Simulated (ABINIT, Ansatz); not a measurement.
# Converging GW for PNO (P3_2) in ABINIT, part 2 of 2

What does each rung of G0W0 on PNO (P3_2) cost, and what does it buy?

ABINIT 10.8.3; LDA and many-body steps on it, plane waves. Known limits of the many-body steps: not at the basis limit; coarse k mesh.

So far. Step 3 (Screening, 3×3×2 mesh, 45 bands, screening to 62.6 eV): Local fields lower ε∞ by 7 %. On a Γ-centred mesh this coarse the value itself is usually too large, while a short band sum pulls it down. Step 4 (45 bands, 62.6 eV): The gap on the mesh goes from 5.23 eV to 7.80 eV, a correction of +2.57 eV.

## (6) 93 bands, 114.3 eV

This step: G0W0 on LDA, plane waves, norm-conserving pseudopotentials.

The input, run.abi:

```
acell 3*1.0 Angstrom
rprim 
  4.783611555019 -0.000000000004 0.000000000000
  -2.391805777506 4.142729128486 0.000000000000
  0.000000000000 0.000000000000 5.281207000000
ntypat 3
znucl 15 7 8
natom 9
typat 1 1 1 2 2 2 3 3 3
xred 
  0.985906000000 0.461916000000 0.328176000000
  0.538084000000 0.523990000000 0.994842666667
  0.476010000000 0.014094000000 0.661509333333
  0.388331000000 0.260582000000 0.782152000000
  0.872251000000 0.611669000000 0.115485333333
  0.739418000000 0.127749000000 0.448818666667
  0.146478000000 0.720287000000 0.556338000000
  0.279713000000 0.426191000000 0.223004666667
  0.573809000000 0.853522000000 0.889671333333
pp_dirpath "pseudos"
pseudos "P.upf, N.upf, O.upf"
ecut 36
ngkpt 3 3 2
nshiftk 1
shiftk 0 0 0
kptopt 1
chksymbreak 0
istwfk *1
occopt 1
irdwfk 1
optdriver 4
nband 93
gwcalctyp 0
ecutsigx 36
symsigma 1
nkptgw 3
kptgw 
  0.3333333333 0.3333333333 0.0000000000
  0.0000000000 0.0000000000 0.0000000000
  0.3333333333 0.0000000000 0.0000000000
bdgw 
  23 26
  23 27
  23 26
ecuteps 4.2
irdscr 1
ppmodel 1
indata_prefix "in"
outdata_prefix "out"
tmpdata_prefix "tmp"
```

The run is started by

```sh
OMP_NUM_THREADS=1 mpirun -n 4 abinit run.abi > log
```

Numbers of over 12 decimals in the logs are rounded to 6 here.

The log of the run:

```text
.Version 10.8.3 of ABINIT. v10.8.2 released Aug 2026.

 Symmetries : space group P3_2 (#145); Bravais hP (primitive hexag.)
[... echo of the input left out ...]
== DATASET  1 ==================================================================
-   mpi_nproc: 4, omp_nthreads: 1 (-1 if OMP is not activated)

--- !DatasetInfo
iteration_state: {dtset: 1, }
dimensions: {natom: 9, nkpt: 6, mband: 93, nsppol: 1, nspinor: 1, nspden: 1, mpw: 7302, }
cutoff_energies: {ecut:  36.0, pawecutdg:  -1.0, }
electrons: {nelect:   4.80000000E+01, charge:   0.00000000E+00, occopt:   1.00000000E+00, tsmear:   1.00000000E-02, }

 SIGMA: Calculation of the GW corrections

 Based on a program developped by R.W. Godby, V. Olevano, G. Onida, and L. Reining.
 Incorporated in ABINIT by V. Olevano, G.-M. Rignanese, and M. Torrent.
.Using double precision arithmetic ; gwpc =  8

[... cell and pseudopotentials left out ...]
--------------------------------------------------------------------------------

 ==== K-mesh for the wavefunctions ====
 Number of points in the irreducible wedge :     6
[... list of points left out ...]
 Together with  3 symmetry operations and time-reversal symmetry
 yields    18 points in the full Brillouin Zone.

 ==== Q-mesh for screening function ====
 Number of points in the irreducible wedge :     6
[... list of points left out ...]
 Together with  3 symmetry operations and time-reversal symmetry
 yields    18 points in the full Brillouin Zone.

 vcoul_init : cutoff-mode = AUXILIARY_FUNCTION
 q-points for optical limit:   1
     1)      0.000010    0.000020    0.000030
 setmesh: FFT mesh size selected  =    45x   45x   54
          total number of points  =       109350

 Number of electrons calculated from density =   48.0000; Expected =   48.0000
[...]
number of plane-waves for wavefunctions          7275
 number of bands                                    93
 number of q-points in IBZ                           6
 number of frequencies                               2
 number of real frequencies                          1
 number of imag frequencies                          1

 matrix elements of self-energy operator (all in [eV])

 Perturbative Calculation

--- !SelfEnergy_ee
iteration_state: {dtset: 1, }
kpoint     : [   0.333,    0.333,    0.000, ]
spin       : 1
KS_gap     :    6.251
QP_gap     :    8.671
Delta_QP_KS:    2.420
data: !SigmaeeData |
     Band     E0 <VxcDFT>   SigX SigC(E0)      Z dSigC/dE  Sig(E)    E-E0       E
       23   2.668 -17.324 -21.628   3.764   0.808  -0.237 -17.760  -0.436   2.232
       24   2.713 -16.940 -21.057   3.598   0.808  -0.237 -17.359  -0.419   2.293
       25   8.964 -14.766  -8.774  -3.577   0.829  -0.207 -12.765   2.001  10.965
[...]
--- !SelfEnergy_ee
iteration_state: {dtset: 1, }
kpoint     : [   0.000,    0.000,    0.000, ]
spin       : 1
KS_gap     :    5.716
QP_gap     :    8.044
Delta_QP_KS:    2.328
data: !SigmaeeData |
     Band     E0 <VxcDFT>   SigX SigC(E0)      Z dSigC/dE  Sig(E)    E-E0       E
[...]
--- !SelfEnergy_ee
iteration_state: {dtset: 1, }
kpoint     : [   0.333,    0.000,    0.000, ]
spin       : 1
KS_gap     :    5.422
QP_gap     :    7.737
Delta_QP_KS:    2.315
data: !SigmaeeData |
     Band     E0 <VxcDFT>   SigX SigC(E0)      Z dSigC/dE  Sig(E)    E-E0       E
[...]
25   8.114 -14.339  -8.560  -3.514   0.832  -0.202 -12.455   1.883   9.997
       26   8.586 -13.264  -7.556  -3.530   0.836  -0.196 -11.443   1.821  10.407

== END DATASET(S) ==============================================================
================================================================================

 -outvars: echo values of variables after computation  --------
           etotal      0.0000000000E+00
            nband          93
             nkpt           6
          spgroup         145
 [... the other variables as echoed above ...]

 Calculation completed.
```

It took 17 s on 4 MPI ranks of Intel Xeon Platinum 8559C (Emerald Rapids), shared host; peak memory 1.1 GiB; 69 s of CPU time.

This step gave:

```yaml
g0w0_gap_on_the_points_computed: 7.461 eV
starting_gap_on_the_mesh: 5.226 eV
k_of_the_valence_top: 0.3333, 0.3333, 0
k_of_the_conduction_bottom: 0, 0, 0
z_at_the_valence_top: 0.808
z_at_the_conduction_bottom: 0.828
least_direct_g0w0_gap_on_the_computed_points: 7.737 eV
```

Against G0W0 in ABINIT (3×3×2 mesh, 45 bands, screening to 62.6 eV, Godby-Needs plasmon pole), the gap moves by −0.336 eV.

## (7) Screening, 3×3×2 mesh, 194 bands, screening to 176.9 eV

This step: RPA screening on LDA, plane waves, norm-conserving pseudopotentials.

Changes to run.abi since step 6:

```diff
@@ -30,19 +30,8 @@
 irdwfk 1
-optdriver 4
-nband 93
-gwcalctyp 0
-ecutsigx 36
-symsigma 1
-nkptgw 3
-kptgw 
-  0.3333333333 0.3333333333 0.0000000000
-  0.0000000000 0.0000000000 0.0000000000
-  0.3333333333 0.0000000000 0.0000000000
-bdgw 
-  23 26
-  23 27
-  23 26
-ecuteps 4.2
-irdscr 1
-ppmodel 1
+optdriver 3
+nband 194
+ecuteps 6.5
+inclvkb 2
+awtr 1
+symchi 1
 indata_prefix "in"
```

The log of the run:

```text
.Version 10.8.3 of ABINIT. v10.8.2 released Aug 2026.

 Symmetries : space group P3_2 (#145); Bravais hP (primitive hexag.)
[... echo of the input left out ...]
== DATASET  1 ==================================================================
-   mpi_nproc: 4, omp_nthreads: 1 (-1 if OMP is not activated)

--- !DatasetInfo
iteration_state: {dtset: 1, }
dimensions: {natom: 9, nkpt: 6, mband: 194, nsppol: 1, nspinor: 1, nspden: 1, mpw: 7302, }
cutoff_energies: {ecut:  36.0, pawecutdg:  -1.0, }
[...]
--------------------------------------------------------------------------------
[... chi0 elements left out ...]
 For q-point:  0.000010 0.000020 0.000030
  dielectric constant =   3.2963
  dielectric constant without local fields =   3.6812

  Average fulfillment of the sum rule on Im[epsilon] for q-point    1 :     69.11  [%]
[... wings left out ...]
  q-point number  2        q = ( 0.333333, 0.000000, 0.000000) [r.l.u.]
--------------------------------------------------------------------------------
[... chi0 elements left out ...]
  Average fulfillment of the sum rule on Im[epsilon] for q-point    2 :     75.05  [%]

 [... 4 further q-points ...]
```

Elapsed: 2.4 min, on 4 MPI ranks; peak memory 1.9 GiB.

Numbers from this step:

```
ε∞ with local fields, on this mesh, along the program's q direction : 3.296
the same without local fields                                       : 3.681
plasma frequency                                                    : 25.15 eV
plane waves in the screening matrix                                 : 563
```

## (8) 194 bands, 176.9 eV

This step: G0W0 on LDA, plane waves, norm-conserving pseudopotentials.

Changes to run.abi since step 7:

```diff
@@ -30,8 +30,19 @@
 irdwfk 1
-optdriver 3
+optdriver 4
 nband 194
+gwcalctyp 0
+ecutsigx 36
+symsigma 1
+nkptgw 3
+kptgw 
+  0.3333333333 0.3333333333 0.0000000000
+  0.0000000000 0.0000000000 0.0000000000
+  0.3333333333 0.0000000000 0.0000000000
+bdgw 
+  23 26
+  23 27
+  23 26
 ecuteps 6.5
-inclvkb 2
-awtr 1
-symchi 1
+irdscr 1
+ppmodel 1
 indata_prefix "in"
```

The log of the run:

```text
.Version 10.8.3 of ABINIT. v10.8.2 released Aug 2026.

 Symmetries : space group P3_2 (#145); Bravais hP (primitive hexag.)
[... echo of the input left out ...]
== DATASET  1 ==================================================================
-   mpi_nproc: 4, omp_nthreads: 1 (-1 if OMP is not activated)

--- !DatasetInfo
iteration_state: {dtset: 1, }
dimensions: {natom: 9, nkpt: 6, mband: 194, nsppol: 1, nspinor: 1, nspden: 1, mpw: 7302, }
cutoff_energies: {ecut:  36.0, pawecutdg:  -1.0, }
[...]
Band     E0 <VxcDFT>   SigX SigC(E0)      Z dSigC/dE  Sig(E)    E-E0       E
[...]
25   8.114 -14.339  -8.560  -3.946   0.828  -0.208 -12.822   1.516   9.630
       26   8.586 -13.264  -7.556  -3.972   0.832  -0.202 -11.819   1.445  10.031

== END DATASET(S) ==============================================================
================================================================================

 -outvars: echo values of variables after computation  --------
           etotal      0.0000000000E+00
            nband         194
             nkpt           6
          spgroup         145
 [... the other variables as echoed above ...]

 Calculation completed.
```

Wall time 88 s (4 MPI ranks); peak memory 1.8 GiB; 5.8 min of CPU time.

Numbers from this step:

```yaml
g0w0_gap_on_the_points_computed: 7.512 eV
starting_gap_on_the_mesh: 5.226 eV
k_of_the_valence_top: 0.3333, 0.3333, 0
k_of_the_conduction_bottom: 0, 0, 0
least_direct_g0w0_gap_on_the_computed_points: 7.728 eV
```

Against G0W0 in ABINIT (3×3×2 mesh, 93 bands, screening to 114.3 eV, Godby-Needs plasmon pole), the gap moves by +0.051 eV.

## (9) The runs together

Times are wall times on 4 MPI ranks of Intel Xeon Platinum 8559C (Emerald Rapids), shared host, good to a factor of about two. A run's time includes the screening step that it read.

| run | mesh | bands | screening cutoff (eV) | DFT gap (eV) | gap on the mesh (eV) | direct (eV) | ε∞ used | time |
| --- | --- | --- | --- | --- | --- | --- | --- | --- |
| 45 bands, 62.6 eV | 3×3×2 | 45 | 62.6 | 5.226 | 7.797 | 8.228 | 3.20 | 19 s |
| 93 bands, 114.3 eV | 3×3×2 | 93 | 114.3 | 5.226 | 7.461 | 7.737 | 3.31 | 68 s |
| 194 bands, 176.9 eV | 3×3×2 | 194 | 176.9 | 5.226 | 7.512 | 7.728 | 3.30 | 3.9 min |

## (10) What came out

| Item | Value |
| --- | --- |
| 45 bands, 62.6 eV | 7.797 eV |
| 93 bands, 114.3 eV | 7.461 eV |
| 194 bands, 176.9 eV | 7.512 eV |
| known limits | not at the basis limit; coarse k mesh |

What this shows: From the first rung to the last the gap moves by −0.28 eV for 12 times the time. The gap turns back along the series, so no limit is drawn from it. In the first G0W0 run levels were corrected at 3 k points alone, so a gap called «on the mesh» is the least over those, and an edge elsewhere would be missed. A denser mesh or path gives a starting gap of 5.14 eV: the GW mesh misses a band edge, so its gaps are not the fundamental one. The 3×3×2 mesh is coarse for this cell, which bears on the long-range parts of exchange and screening.

[Paths, hosts, dates, memory and timing lines, banners, echoed tables and standing remarks are left out of the program output.]

[Logs are printed without paths, hosts, clocks, repeated set-up lines and the standing remarks that a program may print on its own settings, such as how far it seeks lower states.]

[Runs of the session that timed out or met a known fault of the program may be left out.]

[No measured gap is set beside runs whose start may be inverted or whose files or cutoffs have a known fault.]

[Hosts, paths, dates, database ids (printed as entryN), source tags and the programs' standing remarks are cut or masked in the printed files.]

[G0W0 gaps are taken among the corrected bands and points alone; a level outside them can change the order at an edge.]

[Where Ansatz stands beside ABINIT at settings called matched, ABINIT's density can come from a denser mesh and the files from another edition; pairs whose starting gaps differed by over 0.03 eV were left out, so agreement reads better than it is.]
